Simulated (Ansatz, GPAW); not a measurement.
## Screening of a field by MoSi2P4 monolayer

Wanted: the out-of-plane polarisability of MoSi2P4 monolayer.

Program: GPAW 26.7.0 and Ansatz 0.2.0. Level of theory: Ansatz plane waves; layer without images along its normal, relaxation of atoms and in-plane cell, in the first sound run; inputs show where later runs differ. Results are calculated unless marked as measured.

This is a report of a sequence of runs, with most program output left out.

### 1. The starting structure

The cell holds 7 atoms: 4 P, 2 Si and 1 Mo. Cell: a = 3.480 Å, b = 3.480 Å, c = 24.264 Å, α = 90.0°, β = 90.0°, γ = 120.0°. Vacuum lies along c.

### 2. Relaxing the atoms

Forces are removed first; all later runs use this geometry.

input.yaml

```yaml
crystal:
  lattice:
    - [3.48, 0.0, 0.0]
    - [-1.74, 3.0137684052, 0.0]
    - [0.0, 0.0, 24.2637228417]
  atoms:
    - { symbol: P, position: [0.0, 0.0, 0.3297103273] }
    - { symbol: Si, position: [0.3333333333, 0.6666666667, 0.3562700496] }
    - { symbol: P, position: [0.3333333333, 0.6666666667, 0.4432311484] }
    - { symbol: Mo, position: [0.0, 0.0, 0.5] }
    - { symbol: P, position: [0.3333333333, 0.6666666667, 0.5567688516] }
    - { symbol: Si, position: [0.3333333333, 0.6666666667, 0.6437299504] }
    - { symbol: P, position: [0.0, 0.0, 0.6702896727] }
  periodic: [true, true, false]
kpoints:
  mp_grid: { grid: [9, 9, 1] }
hamiltonian:
  xc: pbe
scf:
  occupations: { method: fermi_dirac, width: 0.05 }
relax:
  f_tol: 0.01
  max_steps: 90
  cell: {}
```

Run with:

```
$ ansatz run input.yaml --threads 4 --pin off --max-ram 8192MiB --backend cpu --events-out ev --progress --plain --runs-dir out
```

Wall time 16 s (4 threads of AMD EPYC 9R14 (Zen 4), shared host); peak memory 0.83 GiB; 57 s of CPU time.

Step by step:

```csv
step,energy less that of the first step (eV),largest force component (eV/Å),volume (Å³)
1,0.0000,3.6262,422.95
2,-1.2428,2.0862,426.84
3,-1.7517,0.6750,425.19
4,-1.9419,0.2578,417.09
5,-1.9451,0.0920,417.08
6,-1.9456,0.0034,417.47
7*,-1.9453,0.0035,417.47
```

Relaxation steps marked * repeat the geometry before them on a plane-wave basis chosen anew for their cell, so energy and pressure can jump there.

Forces are held to the 12 operations that the run works with; a distortion that breaks them can't arise in this run.

| cell as run | before | after | change |
| --- | --- | --- | --- |
| a (Å) | 3.480 | 3.457 | -0.7 % |
| b (Å) | 3.480 | 3.457 | -0.7 % |

The atoms that moved most (Å, along periodic axes as changes of fractional coordinates times the final cell, across vacuum about the mean position):

| atom | dx | dy | dz | length |
| --- | --- | --- | --- | --- |
| P7 | 0.000 | 0.000 | 0.595 | 0.595 |
| P1 | 0.000 | 0.000 | -0.595 | 0.595 |
| Si2 | 0.000 | 0.000 | -0.203 | 0.203 |
| Si6 | 0.000 | 0.000 | 0.203 | 0.203 |
| P3 | 0.000 | 0.000 | -0.053 | 0.053 |
| P5 | 0.000 | 0.000 | 0.053 | 0.053 |

This step gave:

```
free energy         : -9252.6191 eV
gap by band count   : 0.9063 eV
symmetry operations : 12
```

The relaxation lowered the energy of the cell by 1.95 eV.

### 3. Plane waves, PBE

With the geometry fixed, the planar mean of the potential gives the vacuum level on each side.

This step: GPAW, PAW setups; slab in vacuum (GPAW 26.7.0).

The cell differs from the one that the last finished run ended in (c 40.327 → 25.453 Å).

run.py

```python
import json
import numpy as np
from ase import Atoms
from gpaw import GPAW, PW

slab = Atoms(
    ['P', 'Si', 'P', 'Mo', 'P', 'Si', 'P'],
    positions=[
        [0.00000, -0.00000, 8.00000],
        [-0.00000, 1.99612, 9.03580],
        [-0.00000, 1.99612, 11.29596],
        [0.00000, -0.00000, 12.72661],
        [-0.00000, 1.99612, 14.15726],
        [-0.00000, 1.99612, 16.41742],
        [0.00000, -0.00000, 17.45321]],
    cell=[[3.45738, -0.0, 0.0], [-1.72869, 2.99418, 0.0], [0.0, 0.0, 25.4532]],
    pbc=[True, True, False])

slab.calc = GPAW(mode=PW(400), xc='PBE', kpts={'size': (9, 9, 1), 'gamma': True},
                 occupations={'name': 'fermi-dirac', 'width': 0.05}, nbands='140%',
                 convergence={'density': 1e-05}, maxiter=200,
                 poissonsolver={'dipolelayer': 'xy'},
                 symmetry={'tolerance': 1e-3}, txt='slab.txt')
result = {}
energy = slab.get_potential_energy()
fermi = slab.calc.get_fermi_level()
v = slab.calc.get_electrostatic_potential().mean((0, 1)) - fermi
n = slab.calc.get_pseudo_density().mean((0, 1))
L = slab.cell[2, 2]
z = np.arange(len(v)) * L / len(v)
low, high = slab.positions[:, 2].min(), slab.positions[:, 2].max()
below, above = np.interp([low - 5.8, high + 5.8], z, v)
slopes = [np.interp(x, z, np.gradient(v, z)) for x in (low - 5.8, high + 5.8)]
eps = np.array([[slab.calc.get_eigenvalues(k, s) for k in range(len(slab.calc.get_ibz_k_points()))]
                for s in range(slab.calc.get_number_of_spins())]) - fermi
top, bottom = eps[eps < 0].max(), eps[eps > 0].min()
dipole = slab.get_dipole_moment()[2]
print(f'energy {energy:.4f} eV, Fermi level {fermi:.4f} eV, dipole {dipole:.5f} e A')
print(f'potential 5.8 A off the faces, from the Fermi level: lower {below:.4f} eV, upper {above:.4f} eV')
print(f'slope of the potential there: lower {slopes[0]:.5f}, upper {slopes[1]:.5f} eV/A')
print(f'nearest levels on the mesh: {top:.4f} and {bottom:.4f} eV')
print('magnetic moment', round(slab.get_magnetic_moment(), 3))
result.update(energy=energy, fermi=fermi, dipole=dipole, below=below, above=above, slopes=slopes, edges=[top, bottom],
              z=z.tolist(), v=v.tolist(), n=n.tolist(), positions=slab.positions.tolist(),
              forces=slab.get_forces(apply_constraint=False).tolist(), moments=slab.get_magnetic_moments().tolist())
json.dump(result, open('result.json', 'w'))
```

Run with:

```
$ OMP_NUM_THREADS=1 OPENBLAS_NUM_THREADS=1 python run.py
```

Elapsed: 17 s, on 1 thread; peak memory 0.23 GiB.

This step gave:

```
dipole along the normal                    : 3.25e-4 e·Å
levels nearest the Fermi level on the mesh : -0.4538, 0.4484 eV from the Fermi level
upper work function                        : 4.974 eV
lower work function                        : 4.980 eV
upper ionisation energy                    : 5.428 eV
```

The electrostatic potential energy of an electron (without an applied field's), less the Fermi level, planar mean by z:

```csv
z (Å),"electrostatic potential energy of an electron (without an applied field's), less the Fermi level, planar mean (eV)"
0.0,4.98
0.5,4.98
1.0,4.98
1.5,4.98
2.0,4.98
2.5,4.98
3.0,4.98
3.5,4.98
4.0,4.98
4.5,4.98
5.0,4.97
5.5,4.95
6.0,4.85
6.5,4.40
7.0,2.52
7.5,-4.44
8.0,-14.9
8.5,-11.4
9.0,-13.2
9.5,-5.86
10.0,0.628
10.5,0.0975
11.0,-8.77
11.5,-11.6
12.0,-7.00
12.5,-16.3
13.0,-15.3
13.5,-6.84
14.0,-12.3
14.5,-7.68
15.0,0.428
15.5,0.324
16.0,-6.77
16.5,-13.2
17.0,-11.7
17.5,-14.6
18.0,-3.43
18.5,2.80
19.0,4.47
19.5,4.86
20.0,4.95
20.5,4.97
21.0,4.97
21.5,4.97
22.0,4.97
22.5,4.97
23.0,4.97
23.5,4.97
24.0,4.97
24.5,4.97
25.0,4.97
```

Pseudo valence density, planar mean against z:

z (Å), pseudo valence density, planar mean (e/Å³) and a bar:
```
        4       0.00 
        5       0.00 
        6       0.01 
        7       0.10 ###
        8       0.32 #########
        9       0.27 ########
       10       0.15 #####
       11       0.27 ########
       12       0.47 ##############
       13       1.02 ##############################
       14       0.33 ##########
       15       0.19 ######
       16       0.19 ######
       17       0.43 #############
       18       0.24 #######
       19       0.02 #
       20       0.00 
       21       0.00
```

The layer is gapped, so the Fermi level lies somewhere inside the gap, set by smearing and numerics, and these work functions are no property of the material; the band edges below the vacuum level are. The potential is flat to 4.5e-5 eV/Å where it is read, so the vacuum is wide enough. The geometry is the other program's minimum; here the largest force on a free atom is 0.048 eV/Å.

### 4. In a field

A uniform field along the normal polarises the slab; the atoms stay fixed, so this is the electronic response alone.

run.py: that of step 3 with these lines changed.

```diff
@@ -4,2 +4,3 @@
 from gpaw import GPAW, PW
+from gpaw.external import ConstantElectricField
 
@@ -22,2 +23,3 @@
                  poissonsolver={'dipolelayer': 'xy'},
+                 external=ConstantElectricField(-0.2, [0, 0, 1]),
                  symmetry={'tolerance': 1e-3}, txt='slab.txt')
```

Wall time 60 s (1 thread); peak memory 0.38 GiB.

Numbers from this step:

```
dipole along the normal                                         : -0.1291 e·Å
levels nearest the Fermi level on the mesh                      : -0.4540, 0.4484 eV from the Fermi level
potential below the slab, the applied field's own ramp left out : 3.851 eV from the Fermi level
potential above the slab, the applied field's own ramp left out : 6.109 eV from the Fermi level
```

The electrostatic potential energy of an electron (without an applied field's), less the Fermi level, planar mean by z:

z (Å), electrostatic potential energy of an electron (without an applied field's), less the Fermi level, planar mean (eV) and a bar from the least value:
```
      0.0        5.0 ############################
      0.5        3.9 ###########################
      1.0        3.9 ###########################
      1.5        3.9 ###########################
      2.0        3.9 ###########################
      2.5        3.9 ###########################
      3.0        3.9 ###########################
      3.5        3.9 ###########################
      4.0        3.9 ###########################
      4.5        3.9 ###########################
      5.0        3.8 ###########################
      5.5        3.8 ###########################
      6.0        3.7 ###########################
      6.5        3.3 ##########################
      7.0        1.5 ########################
      7.5       -5.4 ###############
      8.0      -15.8 #
      8.5      -12.2 ######
      9.0      -13.9 ###
      9.5       -6.5 #############
     10.0        0.1 ######################
     10.5       -0.3 #####################
     11.0       -9.1 ##########
     11.5      -11.8 ######
     12.0       -7.1 ############
     12.5      -16.4 
     13.0      -15.2 ##
     13.5       -6.7 #############
     14.0      -12.0 ######
     14.5       -7.3 ############
     15.0        0.9 #######################
     15.5        0.8 #######################
     16.0       -6.2 ##############
     16.5      -12.5 #####
     17.0      -10.9 #######
     17.5      -13.7 ####
     18.0       -2.4 ###################
     18.5        3.9 ###########################
     19.0        5.6 #############################
     19.5        6.0 ##############################
     20.0        6.1 ##############################
     20.5        6.1 ##############################
     21.0        6.1 ##############################
     21.5        6.1 ##############################
     22.0        6.1 ##############################
     22.5        6.1 ##############################
     23.0        6.1 ##############################
     23.5        6.1 ##############################
     24.0        6.1 ##############################
     24.5        6.1 ##############################
     25.0        6.1 ##############################
```

Force by atom:

```
atom  x (eV/Å)  y (eV/Å)  z (eV/Å)    size
  P1    0.0000    0.0001   -0.0359  0.0359
 Si2    0.0000    0.0000   -0.0170  0.0170
  P3    0.0000    0.0000    0.0049  0.0049
 Mo4    0.0000    0.0000    0.0520  0.0520
  P5    0.0000    0.0000   -0.0241  0.0241
 Si6    0.0000    0.0000   -0.0415  0.0415
  P7    0.0000    0.0000    0.0623  0.0623
```

The dipole is now -0.129 e Å, against 3.2e-4 in the run without a field.

### 5. Field on

run.py: that of step 4 with these lines changed.

```diff
@@ -23,3 +23,3 @@
                  poissonsolver={'dipolelayer': 'xy'},
-                 external=ConstantElectricField(-0.2, [0, 0, 1]),
+                 external=ConstantElectricField(-0.1, [0, 0, 1]),
                  symmetry={'tolerance': 1e-3}, txt='slab.txt')
```

Wall time 67 s (1 thread); peak memory 0.38 GiB.

Numbers from this step:

| Property | Result |
| --- | --- |
| dipole along the normal | -0.06458 e·Å |
| levels nearest the Fermi level on the mesh | -0.4539, 0.4484 eV from the Fermi level |
| potential below the slab, the applied field's own ramp left out | 4.413 eV from the Fermi level |
| potential above the slab, the applied field's own ramp left out | 5.542 eV from the Fermi level |

The electrostatic potential energy of an electron (without an applied field's), less the Fermi level, planar mean oscillates, so the rows of the table below give means over windows of 1.7 Å about each position, cut where the curve ends. Its maxima inside the range that stand out by 2 % of the span (Å: eV): 8.6: -11.7, 10.2: 1.06, 11.9: -6.86, 13.6: -6.69, 15.3: 1.54, 16.9: -10.9. Its minima: 8.1: -15.6, 9.0: -13.6, 11.3: -13.4, 12.7: -19.0, 14.1: -13.1, 16.4: -12.9, 17.4: -14.7.

Table of electrostatic potential energy of an electron (without an applied field's), less the Fermi level, planar mean by z; means over each step:

z (Å), electrostatic potential energy of an electron (without an applied field's), less the Fermi level, planar mean (eV) and a bar from the least value:
```
     0.85        4.5 ############################
     2.55        4.4 ############################
     4.25        4.4 ############################
     5.95        4.1 ############################
     7.65       -7.2 ########
     9.35       -7.4 ########
    11.05       -6.7 #########
    12.75      -12.2 
    14.45       -6.1 ##########
    16.15       -7.1 #########
    17.85       -5.8 ###########
    19.55        5.3 ##############################
    21.25        5.5 ##############################
    22.95        5.5 ##############################
    24.65        5.5 ##############################
```

Force by atom:

| atom | x (eV/Å) | y (eV/Å) | z (eV/Å) | size |
| --- | --- | --- | --- | --- |
| P1 | 0.0000 | 0.0000 | -0.0416 | 0.0416 |
| Si2 | 0.0000 | 0.0000 | -0.0023 | 0.0023 |
| P3 | 0.0000 | 0.0000 | 0.0096 | 0.0096 |
| Mo4 | 0.0000 | 0.0000 | 0.0260 | 0.0260 |
| P5 | 0.0000 | 0.0000 | -0.0193 | 0.0193 |
| Si6 | 0.0000 | 0.0000 | -0.0270 | 0.0270 |
| P7 | 0.0000 | 0.0001 | 0.0550 | 0.0550 |

The dipole is now -0.0646 e Å, against 3.2e-4 in the run without a field.

### 6. Field on

run.py: that of step 5 with these lines changed.

```diff
@@ -23,3 +23,3 @@
                  poissonsolver={'dipolelayer': 'xy'},
-                 external=ConstantElectricField(-0.1, [0, 0, 1]),
+                 external=ConstantElectricField(-0.05, [0, 0, 1]),
                  symmetry={'tolerance': 1e-3}, txt='slab.txt')
```

Elapsed: 55 s, on 1 thread; peak memory 0.38 GiB.

### 7. In a field

run.py: that of step 6 with these lines changed.

```diff
@@ -23,3 +23,3 @@
                  poissonsolver={'dipolelayer': 'xy'},
-                 external=ConstantElectricField(-0.05, [0, 0, 1]),
+                 external=ConstantElectricField(0.05, [0, 0, 1]),
                  symmetry={'tolerance': 1e-3}, txt='slab.txt')
```

The job ended after 55 s (1 thread; peak memory 0.38 GiB).

### 8. Field on

run.py: that of step 7 with these lines changed.

```diff
@@ -23,3 +23,3 @@
                  poissonsolver={'dipolelayer': 'xy'},
-                 external=ConstantElectricField(0.05, [0, 0, 1]),
+                 external=ConstantElectricField(0.1, [0, 0, 1]),
                  symmetry={'tolerance': 1e-3}, txt='slab.txt')
```

The job ended after 67 s (1 thread; peak memory 0.38 GiB).

The dipole is now 0.0646 e Å, against 3.2e-4 in the run without a field.

### 9. Field on

run.py: that of step 8 with these lines changed.

```diff
@@ -23,3 +23,3 @@
                  poissonsolver={'dipolelayer': 'xy'},
-                 external=ConstantElectricField(0.1, [0, 0, 1]),
+                 external=ConstantElectricField(0.2, [0, 0, 1]),
                  symmetry={'tolerance': 1e-3}, txt='slab.txt')
```

Run time: 60 s. Hardware: 1 thread; peak memory 0.38 GiB.

The electrostatic potential energy of an electron (without an applied field's), less the Fermi level, planar mean oscillates, so the rows of the table below give means over windows of 1.7 Å about each position, cut where the curve ends. Its maxima inside the range that stand out by 2 % of the span (Å: eV): 3.1: 6.11, 8.6: -10.6, 10.2: 1.78, 11.9: -6.61, 13.6: -6.94, 15.3: 0.818, 16.9: -12.1. Its minima: 8.1: -14.3, 9.0: -12.5, 11.3: -13.0, 12.7: -19.0, 14.1: -13.5, 16.4: -13.9, 17.4: -16.0.

Electrostatic potential energy of an electron (without an applied field's), less the Fermi level, planar mean against z; means over each step:

| z (Å) | electrostatic potential energy of an electron (without an applied field's), less the Fermi level, planar mean (eV) |
| --- | --- |
| 0.85 | 5.98 |
| 2.55 | 6.11 |
| 4.25 | 6.11 |
| 5.95 | 5.81 |
| 7.65 | -5.80 |
| 9.35 | -6.47 |
| 11.05 | -6.17 |
| 12.75 | -12.2 |
| 14.45 | -6.60 |
| 16.15 | -8.09 |
| 17.85 | -7.28 |
| 19.55 | 3.62 |
| 21.25 | 3.85 |
| 22.95 | 3.85 |
| 24.65 | 3.92 |

The dipole is now 0.129 e Å, against 3.2e-4 in the run without a field.

### 10. In a field

run.py: that of step 9 with these lines changed.

```diff
@@ -23,3 +23,3 @@
                  poissonsolver={'dipolelayer': 'xy'},
-                 external=ConstantElectricField(0.2, [0, 0, 1]),
+                 external=ConstantElectricField(0.3, [0, 0, 1]),
                  symmetry={'tolerance': 1e-3}, txt='slab.txt')
```

It took 63 s on 1 thread; peak memory 0.38 GiB.

The dipole is now 0.194 e Å, against 3.2e-4 in the run without a field.

### 11. The series

The members are put on one axis.

This step: induced dipole against applied field (GPAW 26.7.0).

Table of dipole along the normal by field:

| field (V/Å) | dipole along the normal (e·Å) |
| --- | --- |
| -0.200 | -0.129 |
| -0.100 | -0.0646 |
| -0.050 | -0.0323 |
| 0.000 | 3.2e-4 |
| 0.050 | 0.0323 |
| 0.100 | 0.0646 |
| 0.200 | 0.129 |
| 0.300 | 0.194 |

### 12. What came out

```json
{
 "work function, upper and lower face (Fermi level placed in the gap by the smearing)": "4.974 and 4.980 eV",
 "ionisation energy from the upper face (highest filled level on the mesh)": "5.43 eV",
 "electron affinity from the upper face (lowest empty Kohn-Sham level on the mesh)": "4.53 eV",
 "dipole along the normal": "3.2e-4 e Å",
 "induced dipole per field": "0.646 e Å per V/Å",
 "out-of-plane polarisability per area, α/(ε0 A)": "11.3 Å"
}
```

In words: The field induces 0.646 e Å per V/Å, a polarisable thickness α/(ε0 A) of 11.3 Å beside 9.45 Å between the outermost nuclei. A perfect conductor would give the distance between its two image planes; a dielectric of thickness t gives t(1 - 1/ε). The levels nearest the Fermi level on the mesh lie 0.902 eV apart, so the slab is gapped there: the smearing puts the Fermi level inside the gap, and from either face the ionisation energy is the work function plus 0.45 eV. Both are Kohn-Sham levels on the mesh, and semilocal gaps are too small, so the affinity tends to come out too large and the ionisation energy too small. The induced dipole is linear in the field over this range. The small printed dipole stands for a step of -5.7 meV from the lower to the upper face, and the probes find -5.7 meV; values this small are near the numerical noise of both. The layer's cell and atoms come from the relaxation; spin-orbit coupling and temperature are left out.

[Logs are printed without paths, hosts, clocks, repeated set-up lines and the standing remarks that a program may print on its own settings, such as how far it seeks lower states.]

[Hosts, paths, dates, database ids (printed as entryN), source tags and the programs' standing remarks are cut or masked in the printed files.]
